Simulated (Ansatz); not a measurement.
# Electron scattering at the Σ9 (114) boundary in bcc W, part 2 of 3

Aim: the relaxed structure and the specific resistance of the Σ9 (114) boundary in bcc W.

Ansatz 0.2.0; Ansatz plane-wave DFT, PBE, PAW files; relaxation of a bicrystal slab with its lowest layers held; PAW set soft_1 (the session's first sound run).

So far. Step 2 (Relaxing the bicrystal): The largest force component on a free atom ends at 0.021 eV/Å, under the tolerance of 0.03, after 7 steps.

**3. Transmission across the boundary**

Bulk layers of each grain are laid under and over the relaxed boundary, and a lead is named in the middle of each, away from the free faces. The mesh across the current, 16×16, is finer than the density's, because channels open and close sharply across the zone. Energies from -0.1 to 0.1 eV in steps of 0.05 eV are too few for the program's thermal sum, so it prints no conductance; for a metal the transmission near the Fermi level serves, at a fraction of the cost.

This step: Ansatz plane-wave DFT, PBE, PAW files; ballistic transport by layer matching (Landauer), zero bias; boundary relaxed in a short slab, bulk layers laid on; PAW set soft_1 (Ansatz 0.2.0).

System of this step: Σ9 (114) boundary in bcc W. The cell holds 56 atoms: 56 W. Cell: a = 5.248 Å, b = 4.476 Å, c = 49.500 Å, α = 90.0°, β = 90.0°, γ = 64.8°. It derives from W. Regions: lower grain, 23 atoms (23 W); boundary, 14 atoms (14 W); upper grain, 19 atoms (19 W). Vacuum lies along c.

Input file input.yaml:

```yaml
crystal:
  lattice:
    - [5.2482270683, 0.0, 0.0]
    - [1.9084462066, 4.0484257627, 0.0]
    - [0.0, 0.0, 49.4995163498]
  atoms:
    - { symbol: W, position: [-16.6666666666, 8.3333333336, 0.0808088704] }
    - { symbol: W, position: [-16.1111111111, 8.0555555558, 0.095878725] }
    - { symbol: W, position: [-15.5555555555, 7.777777778, 0.1109485795] }
    - { symbol: W, position: [-15.0, 7.5000000002, 0.1260184341] }
    - { symbol: W, position: [-14.4444444444, 7.2222222224, 0.1410882887] }
    - { symbol: W, position: [-13.8888888888, 6.9444444446, 0.1561581433] }
    - { symbol: W, position: [-13.3333333333, 6.6666666668, 0.1712279979] }
    - { symbol: W, position: [-12.7777777777, 6.388888889, 0.1862978525] }
    - { symbol: W, position: [-12.2222222222, 6.1111111113, 0.2013677071] }
    - { symbol: W, position: [-11.6666666666, 5.8333333335, 0.2164375617] }
    - { symbol: W, position: [-11.1111111111, 5.5555555557, 0.2315074163] }
    - { symbol: W, position: [-10.5555555555, 5.2777777779, 0.2465772709] }
    - { symbol: W, position: [-10.0, 5.0000000001, 0.2616471255] }
    - { symbol: W, position: [-9.4444444444, 4.7222222223, 0.27671698] }
    - { symbol: W, position: [-8.8888888889, 4.4444444445, 0.2917868346] }
    - { symbol: W, position: [-8.3333333333, 4.1666666667, 0.3068566892] }
    - { symbol: W, position: [-7.7777777778, 3.888888889, 0.3219265438] }
    - { symbol: W, position: [-7.2222222222, 3.6111111112, 0.3369963984] }
    - { symbol: W, position: [-6.6666666667, 3.3333333334, 0.352066253] }
    - { symbol: W, position: [-6.1111111111, 3.0555555556, 0.3671361076] }
    - { symbol: W, position: [-5.5555555556, 2.7777777778, 0.3822059622] }
    - { symbol: W, position: [-5.0, 2.5, 0.3972758168] }
    - { symbol: W, position: [-4.4444444445, 2.2222222222, 0.4123456714] }
    - { symbol: W, position: [0.1111111111, 0.9444444444, 0.427415526] }
    - { symbol: W, position: [0.6660056332, 0.6669971834, 0.4424584127] }
    - { symbol: W, position: [0.2233407828, 0.3883296086, 0.4580282763] }
    - { symbol: W, position: [0.7743247992, 0.1128376004, 0.4729512282] }
    - { symbol: W, position: [0.3404868105, 0.8297565947, 0.4881031815] }
    - { symbol: W, position: [0.8865589574, 0.5567205213, 0.5019077797] }
    - { symbol: W, position: [0.4398953861, 0.280052307, 0.5245409104] }
    - { symbol: W, position: [0.001052113, -0.0005260565, 0.5303413623] }
    - { symbol: W, position: [0.871530462, 0.564234769, 0.5580436001] }
    - { symbol: W, position: [0.3273538399, 0.8363230801, 0.5727701537] }
    - { symbol: W, position: [0.7578947547, 0.1210526227, 0.5866378546] }
    - { symbol: W, position: [0.2064552997, 0.3967723502, 0.602191227] }
    - { symbol: W, position: [0.6472252253, 0.6763873874, 0.6174859784] }
    - { symbol: W, position: [0.0926372707, 0.9536813646, 0.6328638924] }
    - { symbol: W, position: [-4.4629182848, 2.2314591424, 0.647933747] }
    - { symbol: W, position: [-5.0184738404, 2.5092369202, 0.6630036016] }
    - { symbol: W, position: [-5.574029396, 2.787014698, 0.6780734562] }
    - { symbol: W, position: [-6.1295849515, 3.0647924758, 0.6931433108] }
    - { symbol: W, position: [-6.6851405071, 3.3425702536, 0.7082131654] }
    - { symbol: W, position: [-7.2406960626, 3.6203480314, 0.72328302] }
    - { symbol: W, position: [-7.7962516182, 3.8981258092, 0.7383528745] }
    - { symbol: W, position: [-8.3518071737, 4.1759035869, 0.7534227291] }
    - { symbol: W, position: [-8.9073627293, 4.4536813647, 0.7684925837] }
    - { symbol: W, position: [-9.4629182848, 4.7314591425, 0.7835624383] }
    - { symbol: W, position: [-10.0184738404, 5.0092369203, 0.7986322929] }
    - { symbol: W, position: [-10.5740293959, 5.2870146981, 0.8137021475] }
    - { symbol: W, position: [-11.1295849515, 5.5647924759, 0.8287720021] }
    - { symbol: W, position: [-11.685140507, 5.8425702537, 0.8438418567] }
    - { symbol: W, position: [-12.2406960626, 6.1203480315, 0.8589117113] }
    - { symbol: W, position: [-12.7962516181, 6.3981258092, 0.8739815659] }
    - { symbol: W, position: [-13.3518071737, 6.675903587, 0.8890514205] }
    - { symbol: W, position: [-13.9073627292, 6.9536813648, 0.904121275] }
    - { symbol: W, position: [-14.4629182848, 7.2314591426, 0.9191911296] }
kpoints:
  mp_grid: { grid: [6, 6, 1] }
hamiltonian:
  xc: pbe
  pseudopotentials: { kind: paw, azcp: { folder: soft_1 } }
scf:
  occupations: { method: fermi_dirac, width: 0.1 }
output:
  transmission:
    leads: [[12, 13], [45, 46]]
    kmesh: [16, 16]
    e_range: [-0.1, 0.1]
    de: 0.05
  write_potential: true
  write_density: true
  volumetric_format: npy
  elf: true
```

Launch:

```
ansatz run input.yaml --threads 8 --pin off --max-ram 15360MiB --backend cpu --events-out ev --progress --plain --runs-dir out
```

Numbers of over 12 decimals in the logs are rounded to 6 here.

The log of the run:

```text
[...]
Crystal: 56 atoms, lattice volume = 1051.719 Å³
Basis set: ecut = 420 eV, 20629 PW (Γ)
Bands: 471, of which v1, the nominal top of the filled ones, is band 392 counted from 1 (391 counted from 0)
Symmetry: 2 space group operations
[...]
k-points: 13 of 36 (time reversal used)
[...]
SCF iter   1: F=—  HF=-581616.901453 eV  |F-HF|=—  |Δ(HF+E_count)|=         —  Δρ=6.29e-2  dr2=5.32e2  ethr=3.10e-3  ⟨swp⟩=6.3  Hψ=24649  notcnv=0
[...]
SCF iter  12: F=-581598.212301 eV  HF=-581598.212301 eV  |F-HF|=4.49e-8  |Δ(HF+E_count)|=   6.92e-8  Δρ=1.27e-6  dr2=8.27e-8  ethr=1.28e-11  ⟨swp⟩=18.5  Hψ=22950  notcnv=0
SCF 1 converged in 12 iterations: F = -581598.212301 eV  dr2 = 8.27e-8
[...]
transmission: 396 of 3869 steps passed
transmission: 774 of 3869 steps passed
[...]
transmission: 3869 of 3869 steps passed
WARN: The output density's exchange-correlation potential varies sharply where the density is thin. Do not read a vacuum level from v_tot or v_xc, or from such a field of the output density. On a cell that repeats whose density bears no net charge and no dipole along the vacuum's axis use v_es (v_loc + v_h of the components); under efield.dipole_correction with no amplitude use v_es + v_field, which holds any externa [...]
SCF converged after 12 iterations
Free energy (F): -581598.212301 eV
[...]
Internal energy: -581597.237112 eV  (E = F + TS)
E sigma→0 (E₀):  -581597.724707 eV
Entropy (-TS):   -0.975189 eV (-17.414 meV/atom)
Fermi energy:    18.287285 eV
[...]
--- Band table (eV; the first three rows and the last of 13) ---
  k-point 0: bands = [... 388 lower, 17.5896, 17.6872, 17.7388, 17.7714, 17.8961, 18.0114, 18.0943, 18.2296, ... 75 higher]
  k-point 1: bands = [... 388 lower, 17.6978, 17.7909, 17.8347, 17.8598, 17.9190, 18.0233, 18.1324, 18.1987, ... 75 higher]
  k-point 2: bands = [... 388 lower, 18.1194, 18.1523, 18.1967, 18.3251, 18.4298, 18.4826, 18.5611, 18.6928, ... 75 higher]
  k-point 12: bands = [... 388 lower, 18.7826, 18.8598, 18.8750, 18.9412, 19.0043, 19.1110, 19.1295, 19.1492, ... 75 higher]
--- Transmission ---
  basis      : 185 plane waves across, 53 finite elements along
  points     : 73, standing for a mesh of 16 x 16
  energies   : 5 from -0.100000 to 0.100000 eV about the Fermi level, 0.050000 eV apart; the leads are filled to 0.000000 eV, and channels, transmission and decay are at 0.000000 eV
  crystal 0  : W3, at the sites [12, 13], period 2.2379 Å, over 18.65 Å; its Hamiltonian steps by up to 16.1 meV
    offset         : up to 0.0000 Å between an atom of the period and one for which it stands
    channels       : 2.617188e0 a spin
    conductance    : none, the energies end too early or step too widely for 300 K: set another output.transmission.e_range or a lower de, or, where they end at an eighth of basis.ecutwfc, a higher one
[...]
channels       : 2.601562e0 a spin
[...]
junction   : crystal 0 to crystal 1, 13.00 to 36.50 Å
    transmission   : 1.223319e0 a spin
[...]
```

Elapsed: 19 min, on 8 threads of Arm Neoverse N1, shared host; peak memory 12 GiB; 2.3 h of CPU time.

In the SCF lines HF is the Harris–Foulkes energy and dr2 the Hartree energy of the density residual, in eV; the loop may stop once dr2 is under the threshold and the program's other checks hold. Hψ counts applications of the Hamiltonian.

Numbers from this step:

```yaml
free_energy: -581598.2123 eV
energy_at_zero_smearing: -581597.7247 eV
fermi_energy: 18.29 eV
cell_area: 21.25 Å²
transmission_per_spin_nearest_the_fermi_level: 1.223
open_channels_per_spin_nearest_the_fermi_level: 2.617
open_channels_per_spin_upper_lead: 2.602
step_of_the_lead_s_potential: 16.1 meV
step_of_the_upper_lead_s_potential: 15 meV
```

Per spin. The transmission, zone mean by energy, zero at the Fermi level:

| energy (eV) | transmission, zone mean |
| --- | --- |
| -0.1000 | 1.20 |
| -0.0500 | 1.21 |
| 0.0000 | 1.22 |
| 0.0500 | 1.24 |
| 0.1000 | 1.25 |

Per spin. The open channels, zone mean by energy, zero at the Fermi level:

| energy (eV) | lead | upper lead |
| --- | --- | --- |
| -0.1000 | 2.43 | 2.43 |
| -0.0500 | 2.51 | 2.51 |
| 0.0000 | 2.62 | 2.60 |
| 0.0500 | 2.73 | 2.74 |
| 0.1000 | 2.83 | 2.83 |

Transmission over k1 and k2. At 0.0000 eV from the Fermi level.

Ten even steps from '0' (0.02) to '9' (2.12):
```
8774477868533586
8755578964424469
7666676453113546
6545632565256523
3333345650056543
2322578520258752
6676898944989867
7799999838999997
6768989449898676
2257852025875223
3345650056543333
6325652565236545
7645311354676666
8964424469875557
8685335868774477
5684248656842486
```
Columns: k1 (b1) from -0.5 to 0.438; rows upwards: k2 (b2) from -0.5 to 0.438.

Open channels over k1 and k2. At 0.0000 eV from the Fermi level.

Ten even steps from '_' (1.00) to '@' (5.00):
```
##@@##++++##@@##++####::::####++
####++++++######::::::::::::::##
++::++++::++++::::::____::::::++
::::__::::++::::::::__::::::::++
________::++++::::____::::++++::
::::::__++++++++::__::++++++++__
::::++::++++++##++++##++++++::++
::++++++++++####::####++++++++++
::++::++++++##++++##++++++::++::
::__++++++++::__::++++++++__::::
__::++++::::____::::++++::______
::++::::::::__::::::::++::::__::
++++::::::____::::::++++::++++::
####::::::::::::::######++++++##
##++####::::####++##@@##++++##@@
##++##::::::##++##++##::::::##++
```
Columns: k1 (b1) from -0.5 to 0.438; rows upwards: k2 (b2) from -0.5 to 0.438.

ELF in the cb plane at fractional x = 0.315, with atoms of W within 0.2 Å of it. It is the smooth field of the valence electrons, not physical close to the nuclei.

Ten even steps from '0' (0.00) to '9' (0.69), each cell a mean:
```
88535535875454334575379894466433345543210000
99624427998454344564386395355444334443210000
88535526986454344565388795365433345543210000
45446644543464345666457864566543456543210000
34444444334665566544544444444566555543210000
65457754566644465334445554433466433332100000
74488883566443454478634534876455332211100000
63494494465443454799833525998555433111100000
64497794466433354589734535897455333211100000
65468864566543464345445654543366433322100000
44544445445665566433444445433566555443210000
33455544433465445666446754566544456543210000
```
Columns run along c (16.0 Å, from fractional 0.68 to 1.00 of the cell), rows up along b (4.5 Å). Atoms in or near the plane, at fractional coordinates: W at (0.71, 0.34), W at (0.84, 0.84).

Electrostatic potential energy in the cb plane at fractional x = 0.315, with atoms of W within 0.2 Å of it. With pseudopotentials it is smooth inside the atoms' cores, unlike the true potential.

Values in eV, 7 rows by 16 columns, each cell a mean:
```
-19  13   1 -18  12  10  17   0 -26   4  16  10  19  22  22  22
-17  14   2 -16  13  11  17   1 -25   5  17  11  19  22  22  22
  9  13  12  10  18  17  17  13   2  13  17  18  20  22  22  22
 15 -15  -2  18  14  16  -1   1  17  -2   2  16  15  20  22  22
 12 -24 -13  17   9  13 -14 -12  16 -15 -10  13  10  19  22  22
 16 -12   0  18  15  17   2   3  17   1   4  17  15  20  22  22
  8  14  12   8  18  17  17  12  -1  13  17  17  20  22  22  22
```
Columns run along c (16.0 Å, from fractional 0.68 to 1.00 of the cell; values clipped at the 3rd and 97th percentile), rows up along b (4.5 Å). Atoms in or near the plane, at fractional coordinates: W at (0.71, 0.34), W at (0.84, 0.84).

Valence density in the cb plane at fractional x = 0.315, with atoms of W within 0.2 Å of it. It is the smooth field of the valence electrons, not physical close to the nuclei.

Values in e/Å³, 7 rows by 16 columns, each cell a mean:
```
2.6 0.4 1.0 2.6 0.4 0.5 0.3 1.2 4.8 0.9 0.3 0.5 0.1 0.0 0.0 0.0
2.4 0.4 0.9 2.3 0.4 0.5 0.3 1.1 4.5 0.8 0.3 0.4 0.1 0.0 0.0 0.0
0.5 0.4 0.4 0.5 0.3 0.3 0.3 0.4 0.9 0.4 0.3 0.3 0.1 0.0 0.0 0.0
0.4 2.5 1.4 0.3 0.4 0.3 1.0 1.0 0.3 1.2 0.9 0.3 0.2 0.0 0.0 0.0
0.4 4.6 2.7 0.3 0.5 0.4 2.3 2.1 0.3 2.4 1.9 0.4 0.3 0.0 0.0 0.0
0.4 2.2 1.2 0.3 0.4 0.3 0.9 0.9 0.3 0.9 0.7 0.3 0.2 0.0 0.0 0.0
0.5 0.4 0.4 0.5 0.3 0.3 0.3 0.5 1.0 0.4 0.3 0.3 0.1 0.0 0.0 0.0
```
Columns run along c (16.0 Å, from fractional 0.68 to 1.00 of the cell), rows up along b (4.5 Å). Atoms in or near the plane, at fractional coordinates: W at (0.71, 0.34), W at (0.84, 0.84).

Over the solved energies the transmission per spin lies between 1.20 and 1.25, out of 2.62 channels of the lead on average (up to 2.83).

**4. Specific resistance**

This step: Ansatz plane-wave DFT, PBE, PAW files; ballistic transport by layer matching (Landauer), zero bias; specific resistance of the boundary; PAW set soft_1 (Ansatz 0.2.0).

Numbers from this step:

| Quantity | Value |
| --- | --- |
| area resistance | 1.195 fΩ m² |
| T over the leads' mean channel count | 0.4668 |

Averaged over the energies near the Fermi level, 46.7 % of the channels pass, which makes 1.19 fΩ m².

By hand, with T and the leads' channels N averaged over the energies near the Fermi level: RA = A (h/2e²)(1/T − ½[1/N₁ + 1/N₂]) = 21.25×10⁻²⁰ m² × 12 906 Ω × (1/1.224 − ½[1/2.622 + 1/2.622]) = 1.19 fΩ m².

(Continued in part 3 of 3.)

[Logs are printed without paths, hosts, clocks, repeated set-up lines and the standing remarks that a program may print on its own settings, such as how far it seeks lower states.]

[Hosts, paths, dates, database ids (printed as entryN), source tags and the programs' standing remarks are cut or masked in the printed files.]
